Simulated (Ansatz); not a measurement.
# Work function of Al(110): what the settings cost and change

How thick a slab and how much vacuum does the work function of Al(110) need?

Program: Ansatz 0.2.0. Level of theory: plane-wave DFT, PBE, Ansatz PAW. Values are calculated unless marked as measured.

**Measured values to reproduce.**

For Al (clean (110) face, a compiled value), “Properties of real metallic surfaces: Effects of density functional semilocality and van der Waals nonlocality” (2017, arxiv:1702.08515) quotes earlier work: work function (clean (110) face, a compiled value) 4.23 eV.

### 1. The system as given

The cell holds 1 atom: 1 Al. Cell: a = 4.050 Å, b = 2.864 Å, c = 18.000 Å, α = 90.0°, β = 90.0°, γ = 90.0°. Vacuum lies along c.

### 2. Slab, setting 1 layer

A work function rests on the faint tail of the density, so the SCF threshold is tight. The slab grows from one layer, at fixed mesh and 18 Å of vacuum; then the vacuum is varied on one slab.

File input.yaml:

```yaml
crystal:
  lattice:
    - [4.05, 0.0, 0.0]
    - [0.0, 2.8637824638, 0.0]
    - [0.0, 0.0, 18.0]
  atoms:
    - { symbol: Al, position: [0.5, 0.5, 0.5] }
kpoints:
  mp_grid: { grid: [10, 14, 1] }
hamiltonian:
  xc: pbe
scf:
  occupations: { method: fermi_dirac, width: 0.1 }
  convergence: { dr2_threshold: 1.0e-09 }
efield:
  axis: 3
  dipole_correction: true
  ramp_position: 0.97
  ramp_width: 0.06
output:
  write_potential: true
  write_density: true
  volumetric_format: npy
  elf: true
```

On the command line:

```sh
$ ansatz run input.yaml --threads 2 --pin off --max-ram 3072MiB --backend cpu --events-out ev --progress --plain --runs-dir out
```

The program printed:

```text
Engine: ansatz 0.2.0, aarch64-unknown-linux-gnu
Pseudopotentials: kind: paw
Pseudopotential: Al, paw, valence charge 3, recommended cutoff 420 eV (normal), Al.paw.azcp
Functional definition: PBE
  parameter kappa = 0.804
  parameter beta = 0.066725
  exchange = pbe_x(kappa = kappa, mu = beta*pi^2/3)
  correlation = pbe_c(beta = beta)
Crystal: 1 atoms, lattice volume = 208.770 Å³
Basis set: ecut = 420 eV, 4085 PW (Γ)
Bands: 6, of which v1, the nominal top of the filled ones, is band 2 counted from 1 (1 counted from 0)
Symmetry: 4 space group operations
k-points: 48 of 140
Non-local potential: Al, projectors of the file, l = 0: 2, l = 1: 2, l = 2: 1
PAW form: soft (Blöchl's): semilocal exchange-correlation on the pseudo side does not see the compensation charge
PAW one-centre angular grid: Al, 110 points (default); XC on 64 Gauss nodes
Initial density: superposition of atomic densities (neutral atoms: chi_scale 0, normalization atom), corrected by the library's trained network
Initial wavefunctions: pseudopotential atomic-orbital guess
Functional: x = pbe(κ = 0.804, μ = 0.219515), c = pbe(β = 0.066725)
SCF iter   1: F=—  HF=-535.773986 eV  |F-HF|=—  |Δ(HF+E_count)|=         —  Δρ=8.44e-4  dr2=2.56e-3  ethr=1.77e-3  p=0.000 e·Å  D=2.50e-17 V/Å  ΔV_dip=-0.00 eV  dr2_dipole=5.57e-13  V_vac-E_F(+/−)=3.85/3.85 eV  ⟨swp⟩=7.6  Hψ=3302  notcnv=0
efield: sawtooth ramp at fractional position 0.9700 (set: `efield.ramp_position`, or a place that a band, a saddle search or an elastic batch's reference lends), width 0.0600; the density the first Hamiltonian is built on has a dipole p = 0.000 e·Å; the dipole correction subtracts the counter field D = 2.50e-17 V/Å, which shifts the + side's vacuum level by -0.00 eV against the − side's; the planar-averaged density in the ramp window peaks in size at 8.6e-6 e/Å³
preconditioner: auto → LDOS  [metal: Δε(μ)=0.034 eV  Ē_g=6.577 eV  σ=0.100 eV  W_gap=0.08  n_scr=6 (ndim 8)  ℏωp=4.5 eV  f_vac=0.624  D(μ)=1.22/eV (n_scr^D=4)  β→1.0]
SCF iter   2: F=—  HF=-535.774990 eV  |F-HF|=—  |Δ(HF+E_count)|=   1.00e-3  Δρ=2.41e-4  dr2=1.21e-4  ethr=8.55e-5  p=0.000 e·Å  D=3.46e-7 V/Å  ΔV_dip=-0.00 eV  dr2_dipole=2.73e-12  V_vac-E_F(+/−)=3.92/3.92 eV  ⟨swp⟩=2.5  Hψ=863  notcnv=0
SCF iter   3: F=—  HF=-535.775137 eV  |F-HF|=—  |Δ(HF+E_count)|=   1.46e-4  Δρ=5.12e-5  dr2=9.38e-6  ethr=4.03e-6  p=0.000 e·Å  D=2.45e-7 V/Å  ΔV_dip=-0.00 eV  dr2_dipole=8.77e-13  V_vac-E_F(+/−)=3.91/3.91 eV  ⟨swp⟩=2.3  Hψ=376  notcnv=0
SCF iter   4: F=—  HF=-535.775149 eV  |F-HF|=—  |Δ(HF+E_count)|=   1.28e-5  Δρ=1.43e-5  dr2=1.00e-6  ethr=3.13e-7  p=-0.000 e·Å  D=-2.86e-9 V/Å  ΔV_dip=0.00 eV  dr2_dipole=4.34e-13  V_vac-E_F(+/−)=3.90/3.90 eV  ⟨swp⟩=2.5  Hψ=373  notcnv=0
SCF iter   5: F=—  HF=-535.775150 eV  |F-HF|=—  |Δ(HF+E_count)|=   1.06e-6  Δρ=1.77e-6  dr2=1.48e-8  ethr=3.34e-8  p=0.000 e·Å  D=4.88e-8 V/Å  ΔV_dip=-0.00 eV  dr2_dipole=3.39e-13  V_vac-E_F(+/−)=3.90/3.90 eV  ⟨swp⟩=2.5  Hψ=375  notcnv=0
SCF iter   6: F=-535.775150 eV  HF=-535.775150 eV  |F-HF|=3.40e-10  |Δ(HF+E_count)|=   2.05e-8  Δρ=2.69e-7  dr2=3.72e-10  ethr=3.33e-11  p=-0.000 e·Å  D=-3.51e-8 V/Å  ΔV_dip=0.00 eV  dr2_dipole=2.16e-13  V_vac-E_F(+/−)=3.90/3.90 eV  ⟨swp⟩=5.8  Hψ=1550  notcnv=0
SCF 1 converged in 6 iterations: F = -535.775150 eV  dr2 = 3.72e-10
  greatest PAW one-centre occupation: 0.539 electrons in one spin orbital (limit 2), on the Al atom at site 0 (counted from 0), in its partial waves of l = 0
WARN: The output density's exchange-correlation potential varies sharply where the density is thin. Do not read a vacuum level from v_tot or v_xc, or from such a field of the output density. On a cell that repeats whose density bears no net charge and no dipole along the vacuum's axis use v_es (v_loc + v_h of the components); under efield.dipole_correction with no amplitude use v_es + v_field, which holds any externa [...]
SCF converged after 6 iterations
Free energy (F): -535.775150 eV
Harris-Foulkes:  -535.775150 eV  (|F-HF|=3.40e-10)
Internal energy: -535.734831 eV  (E = F + TS)
E sigma→0 (E₀):  -535.754991 eV
Entropy (-TS):   -0.040320 eV (-40.320 meV/atom)
Fermi energy:    -2.848562 eV
Dipole field:    D = 0.000001 V/Å  (p = 0.000001 e·Å, saw-weighted, corrected)
Work function:   Φ+ = 3.9038 eV   Φ− = 3.9038 eV
Levels:          The Fermi level and band energies are counted from a zero that moves with the ramp; work functions are not
--- Per-component energies (eV) ---
  E_band       = -17.365398
  E_kinetic    = 16.498256
  E_local      = -168.354555  (includes V_loc(G=0)·N_el)
  E_nonlocal   = 11.236759
  E_hartree    = 75.194138
  E_xc         = -35.865455
  E_vxc        = -23.697992  (∫ρ·V_xc dr)
  E_paw        = -467.031189  (= ΣΔE_a)
  E_vpaw       = -3.435924  (= ΣTr[D̂ρ^β])
  E_aug_tail   = -0.000002  (compensation charges beyond the density's cutoff)
  E_efield     = 0.000000  (sawtooth field / dipole correction)
  E_vefield    = 0.000000  (∫n·V_field dr)
  E_ewald      = 32.587217
  E_smearing   = -0.040320  (= −TS)
  E_closure    = 0.000000  (closes the sum)
  Σ components = -535.775150   (vs F -535.775150, Δ=0.00e0)
--- Band table (eV; the first three rows and the last of 48) ---
  k-point 0: bands = ["-8.8761", "-3.3394", "-0.3273", "0.2025", "1.0177", "1.3047"]
  k-point 1: bands = ["-8.7846", "-3.2519", "-0.2457", "0.2935", "1.1102", "1.3957"]
  k-point 2: bands = ["-8.5106", "-2.9897", "-0.0018", "0.5618", "1.3874", "1.6593"]
  k-point 47: bands = ["-3.6891", "-3.6101", "-0.7023", "1.0079", "1.2658", "3.0641"]
```

Wall time 13 s (2 threads of Arm Neoverse N1, shared host); peak memory 0.43 GiB.

In the SCF lines HF is the Harris–Foulkes energy and dr2 the Hartree energy of the density residual, in eV; the loop may stop once dr2 is under the threshold and the program's other checks hold. Hψ counts applications of the Hamiltonian.

Numbers from this step:

* energy at zero smearing: -535.7550 eV
* work function, upper face: 3.904 eV

Running mean over 1.432 Å of the planar mean; the ramp of the sawtooth is left out. Table of electron's electrostatic potential energy less the Fermi level by z:

```
z (Å)  electron's electrostatic potential energy less the Fermi level (eV)
 2.88                                                                 3.90
 3.31                                                                 3.90
 3.74                                                                 3.90
 4.18                                                                 3.90
 4.61                                                                 3.90
 5.04                                                                 3.90
 5.47                                                                 3.89
 5.90                                                                 3.86
 6.19                                                                 3.82
 6.62                                                                 3.70
 7.06                                                                 3.38
 7.49                                                                 2.56
 7.92                                                                0.883
 8.35                                                                -1.02
 8.78                                                                -2.50
 9.22                                                                -2.50
 9.65                                                                -1.02
10.08                                                                0.883
10.51                                                                 2.56
10.94                                                                 3.38
11.38                                                                 3.70
11.81                                                                 3.82
12.10                                                                 3.86
12.53                                                                 3.89
12.96                                                                 3.90
13.39                                                                 3.90
13.82                                                                 3.90
14.26                                                                 3.90
14.69                                                                 3.90
15.12                                                                 3.90
```

Electrostatic potential energy in the ca plane at fractional y = 0.500, with atoms of Al within 0.2 Å of it. With pseudopotentials it is smooth inside the atoms' cores, unlike the true potential.

Values in eV, 5 rows by 16 columns, each cell a mean:
```
  1   1   1   1   1   1   1  -1  -1   1   1   1   1   1   1   1
  1   1   1   1   1   1   0 -10 -11  -1   1   1   1   1   1   1
  1   1   1   1   1   1  -1 -12 -13  -2   1   1   1   1   1   1
  1   1   1   1   1   1   0  -8  -9  -1   1   1   1   1   1   1
  1   1   1   1   1   1   1   0   0   1   1   1   1   1   1   1
```
Columns run along c (18.0 Å; values clipped at the 3rd and 97th percentile), rows up along a (4.0 Å). Atoms in or near the plane, at fractional coordinates: Al at (0.50, 0.50).

Valence density in the ca plane at fractional y = 0.500, with atoms of Al within 0.2 Å of it. It is the smooth field of the valence electrons, not physical close to the nuclei.

Values in e/Å³, 5 rows by 16 columns, each cell a mean:
```
0.00 0.00 0.00 0.00 0.00 0.00 0.01 0.05 0.06 0.02 0.00 0.00 0.00 0.00 0.00 0.00
0.00 0.00 0.00 0.00 0.00 0.00 0.03 0.12 0.13 0.04 0.00 0.00 0.00 0.00 0.00 0.00
0.00 0.00 0.00 0.00 0.00 0.00 0.03 0.12 0.12 0.05 0.00 0.00 0.00 0.00 0.00 0.00
0.00 0.00 0.00 0.00 0.00 0.00 0.02 0.11 0.12 0.03 0.00 0.00 0.00 0.00 0.00 0.00
0.00 0.00 0.00 0.00 0.00 0.00 0.01 0.04 0.05 0.01 0.00 0.00 0.00 0.00 0.00 0.00
```
Columns run along c (18.0 Å), rows up along a (4.0 Å). Atoms in or near the plane, at fractional coordinates: Al at (0.50, 0.50).

ELF in the ca plane at fractional y = 0.500, with atoms of Al within 0.2 Å of it. It is the smooth field of the valence electrons, not physical close to the nuclei.

Values, 5 rows by 16 columns, each cell a mean:
```
0.00 0.00 0.00 0.00 0.00 0.03 0.17 0.49 0.53 0.22 0.04 0.01 0.00 0.00 0.00 0.00
0.00 0.00 0.00 0.00 0.01 0.05 0.40 0.71 0.69 0.51 0.08 0.01 0.00 0.00 0.00 0.00
0.00 0.00 0.00 0.00 0.01 0.06 0.49 0.61 0.58 0.59 0.09 0.01 0.00 0.00 0.00 0.00
0.00 0.00 0.00 0.00 0.01 0.04 0.35 0.74 0.74 0.45 0.07 0.01 0.00 0.00 0.00 0.00
0.00 0.00 0.00 0.00 0.00 0.02 0.13 0.38 0.41 0.17 0.03 0.01 0.00 0.00 0.00 0.00
```
Columns run along c (18.0 Å), rows up along a (4.0 Å). Atoms in or near the plane, at fractional coordinates: Al at (0.50, 0.50).

The work function is 3.904 eV.

### 3. Slab, 2 atoms

System of this step: Al(110). The cell holds 2 atoms: 2 Al. Its edges and angles: a = 4.050 Å, b = 2.864 Å, c = 19.432 Å, α = 90.0°, β = 90.0°, γ = 90.0°. Vacuum lies along c.

input.yaml, the sections that differ from step 2:

```yaml
crystal:
  lattice:
    - [4.05, 0.0, 0.0]
    - [0.0, 2.8637824638, 0.0]
    - [0.0, 0.0, 19.4318912319]
  atoms:
    - { symbol: Al, position: [0.5, 0.5, 0.4631561536] }
    - { symbol: Al, position: [0.0, 0.0, 0.5368438464] }
output:
  write_potential: true
  write_density: true
  volumetric_format: npy
# kpoints, hamiltonian, scf, efield: as in step 2
```

The program printed:

```text
[...]
Crystal: 2 atoms, lattice volume = 225.377 Å³
Basis set: ecut = 420 eV, 4437 PW (Γ)
Bands: 7, of which v1, the nominal top of the filled ones, is band 3 counted from 1 (2 counted from 0)
Symmetry: 4 space group operations
k-points: 48 of 140
[...]
Internal energy: -1073.434652 eV  (E = F + TS)
E sigma→0 (E₀):  -1073.451047 eV
Entropy (-TS):   -0.032789 eV (-16.395 meV/atom)
Fermi energy:    -2.139420 eV
Dipole field:    D = -0.000003 V/Å  (p = -0.000004 e·Å, saw-weighted, corrected)
Work function:   Φ+ = 3.9397 eV   Φ− = 3.9397 eV
[...]
--- Band table (eV; the first three rows and the last of 48) ---
[...]
[key lines of the parts left out:]
SCF converged after 7 iterations
Free energy (F): -1073.467442 eV
```

Run time: 16 s. Hardware: 2 threads; peak memory 0.46 GiB; 26 s of CPU time.

The work function is 3.940 eV, +0.036 eV from the run “1 layer”, at 1.4 times its CPU time.

### 4. Run, 3 atoms

System of this step: Al(110). The cell holds 3 atoms: 3 Al. Cell: a = 4.050 Å, b = 2.864 Å, c = 20.864 Å, α = 90.0°, β = 90.0°, γ = 90.0°. Vacuum lies along c.

input.yaml, the sections that differ from step 3:

```yaml
crystal:
  lattice:
    - [4.05, 0.0, 0.0]
    - [0.0, 2.8637824638, 0.0]
    - [0.0, 0.0, 20.8637824638]
  atoms:
    - { symbol: Al, position: [0.0, 0.0, 0.4313695283] }
    - { symbol: Al, position: [0.5, 0.5, 0.5] }
    - { symbol: Al, position: [0.0, 0.0, 0.5686304717] }
# kpoints, hamiltonian, scf, efield, output: as in step 3
```

The program printed:

```text
[...]
Crystal: 3 atoms, lattice volume = 241.985 Å³
Basis set: ecut = 420 eV, 4761 PW (Γ)
Bands: 9, of which v1, the nominal top of the filled ones, is band 5 counted from 1 (4 counted from 0)
Symmetry: 4 space group operations
k-points: 48 of 140
[...]
Free energy (F): -1611.110992 eV
[...]
Internal energy: -1611.063306 eV  (E = F + TS)
E sigma→0 (E₀):  -1611.087149 eV
Entropy (-TS):   -0.047686 eV (-15.895 meV/atom)
Fermi energy:    -1.699921 eV
Dipole field:    D = 0.000002 V/Å  (p = 0.000002 e·Å, saw-weighted, corrected)
Work function:   Φ+ = 4.2430 eV   Φ− = 4.2431 eV
[...]
--- Band table (eV; the first three rows and the last of 48) ---
[...]
[key lines of the parts left out:]
SCF converged after 6 iterations
```

Run time: 18 s. Hardware: 2 threads; peak memory 0.44 GiB; 30 s of CPU time.

The work function is 4.243 eV, +0.303 eV from the run “2 layers”, at 1.2 times its CPU time.

### 5. Slab, 4 atoms

System of this step: Al(110). The cell holds 4 atoms: 4 Al. Cell: a = 4.050 Å, b = 2.864 Å, c = 22.296 Å, α = 90.0°, β = 90.0°, γ = 90.0°. Vacuum lies along c.

input.yaml, the sections that differ from step 4:

```yaml
crystal:
  lattice:
    - [4.05, 0.0, 0.0]
    - [0.0, 2.8637824638, 0.0]
    - [0.0, 0.0, 22.2956736957]
  atoms:
    - { symbol: Al, position: [0.5, 0.5, 0.403665757] }
    - { symbol: Al, position: [0.0, 0.0, 0.4678885857] }
    - { symbol: Al, position: [0.5, 0.5, 0.5321114143] }
    - { symbol: Al, position: [0.0, 0.0, 0.596334243] }
# kpoints, hamiltonian, scf, efield, output: as in step 4
```

The program printed:

```text
[...]
Crystal: 4 atoms, lattice volume = 258.592 Å³
Basis set: ecut = 420 eV, 5079 PW (Γ)
Bands: 10, of which v1, the nominal top of the filled ones, is band 6 counted from 1 (5 counted from 0)
Symmetry: 4 space group operations
k-points: 48 of 140
[...]
Internal energy: -2148.614861 eV  (E = F + TS)
E sigma→0 (E₀):  -2148.642690 eV
Entropy (-TS):   -0.055659 eV (-13.915 meV/atom)
Fermi energy:    -0.975506 eV
Dipole field:    D = -0.000000 V/Å  (p = -0.000000 e·Å, saw-weighted, corrected)
Work function:   Φ+ = 4.1159 eV   Φ− = 4.1159 eV
[...]
--- Band table (eV; the first three rows and the last of 48) ---
[...]
[key lines of the parts left out:]
SCF converged after 7 iterations
Free energy (F): -2148.670520 eV
```

It took 24 s on 2 threads; peak memory 0.47 GiB; 38 s of CPU time.

The work function is 4.116 eV, -0.127 eV from the run “3 layers”, at 1.2 times its CPU time.

### 6. Run, 5 atoms

System of this step: Al(110). The cell holds 5 atoms: 5 Al. Its edges and angles: a = 4.050 Å, b = 2.864 Å, c = 23.728 Å, α = 90.0°, β = 90.0°, γ = 90.0°. Vacuum lies along c.

input.yaml, the sections that differ from step 5:

```yaml
crystal:
  lattice:
    - [4.05, 0.0, 0.0]
    - [0.0, 2.8637824638, 0.0]
    - [0.0, 0.0, 23.7275649276]
  atoms:
    - { symbol: Al, position: [0.0, 0.0, 0.3793056737] }
    - { symbol: Al, position: [0.5, 0.5, 0.4396528368] }
    - { symbol: Al, position: [0.0, 0.0, 0.5] }
    - { symbol: Al, position: [0.5, 0.5, 0.5603471632] }
    - { symbol: Al, position: [0.0, 0.0, 0.6206943263] }
# kpoints, hamiltonian, scf, efield, output: as in step 5
```

The program printed:

```text
[...]
Crystal: 5 atoms, lattice volume = 275.200 Å³
Basis set: ecut = 420 eV, 5383 PW (Γ)
Bands: 13, of which v1, the nominal top of the filled ones, is band 8 counted from 1 (7 counted from 0)
Symmetry: 4 space group operations
k-points: 48 of 140
[...]
k-point 1: bands = [... 4 lower, -2.6152, -1.2690, -1.0349, -0.9872, 0.5502, 1.4889, 1.7017, 3.0689, ... 1 higher]
  k-point 2: bands = [... 4 lower, -2.3624, -1.0298, -0.7803, -0.7344, 0.8001, 1.7416, 1.8976, 1.9127, ... 1 higher]
  k-point 47: bands = [... 4 lower, -2.9026, -2.8925, -2.7112, -1.6332, -1.0891, -0.0388, 0.3967, 0.5470, ... 1 higher]
[key lines of the parts left out:]
SCF converged after 7 iterations
Free energy (F): -2686.128656 eV
Fermi energy:    -0.317030 eV
Dipole field:    D = -0.000002 V/Å  (p = -0.000003 e·Å, saw-weighted, corrected)
Work function:   Φ+ = 3.9704 eV   Φ− = 3.9704 eV
```

Run time: 29 s. Hardware: 2 threads; peak memory 0.5 GiB; 46 s of CPU time.

The work function is 3.970 eV, -0.145 eV from the run “4 layers”, at 1.2 times its CPU time.

### 7. Slab, 6 atoms

System of this step: Al(110). The cell holds 6 atoms: 6 Al. Its edges and angles: a = 4.050 Å, b = 2.864 Å, c = 25.159 Å, α = 90.0°, β = 90.0°, γ = 90.0°. Vacuum lies along c.

input.yaml, the sections that differ from step 6:

```yaml
crystal:
  lattice:
    - [4.05, 0.0, 0.0]
    - [0.0, 2.8637824638, 0.0]
    - [0.0, 0.0, 25.1594561595]
  atoms:
    - { symbol: Al, position: [0.5, 0.5, 0.357718384] }
    - { symbol: Al, position: [0.0, 0.0, 0.4146310304] }
    - { symbol: Al, position: [0.5, 0.5, 0.4715436768] }
    - { symbol: Al, position: [0.0, 0.0, 0.5284563232] }
    - { symbol: Al, position: [0.5, 0.5, 0.5853689696] }
    - { symbol: Al, position: [0.0, 0.0, 0.642281616] }
# kpoints, hamiltonian, scf, efield, output: as in step 6
```

The program printed:

```text
[...]
Crystal: 6 atoms, lattice volume = 291.807 Å³
Basis set: ecut = 420 eV, 5737 PW (Γ)
Bands: 15, of which v1, the nominal top of the filled ones, is band 9 counted from 1 (8 counted from 0)
Symmetry: 4 space group operations
k-points: 48 of 140
[...]
k-point 1: bands = [... 5 lower, -2.3260, -1.1348, -0.9526, -0.1135, 0.3733, 0.7339, 2.4060, 2.4976, ... 2 higher]
  k-point 2: bands = [... 5 lower, -2.0733, -0.8820, -0.6957, 0.1058, 0.6242, 0.9869, 2.2161, 2.5458, ... 2 higher]
  k-point 47: bands = [... 5 lower, -2.9131, -2.6297, -2.6297, -1.2142, -1.2142, -0.3597, -0.3597, 1.3971, ... 2 higher]
[key lines of the parts left out:]
SCF converged after 7 iterations
Free energy (F): -3223.517515 eV
Fermi energy:    0.135488 eV
Dipole field:    D = -0.000000 V/Å  (p = -0.000000 e·Å, saw-weighted, corrected)
Work function:   Φ+ = 3.9879 eV   Φ− = 3.9879 eV
```

The job ended after 37 s (2 threads; peak memory 0.55 GiB; 59 s of CPU time).

The work function is 3.988 eV, +0.018 eV from the run “5 layers”, at 1.3 times its CPU time.

[end of part 1 of 2]

[Long decimals in the printed logs are rounded to 6 places.]

[Logs are printed without paths, hosts, clocks, repeated set-up lines and the standing remarks that a program may print on its own settings, such as how far it seeks lower states.]

[Hosts, paths, dates, database ids (printed as entryN), source tags and the programs' standing remarks are cut or masked in the printed files.]

[Maps of the electrostatic potential energy from Ansatz leave out the sawtooth potential of an applied field or a dipole correction, so their vacuum need not be flat; planar profiles and work functions include it.]
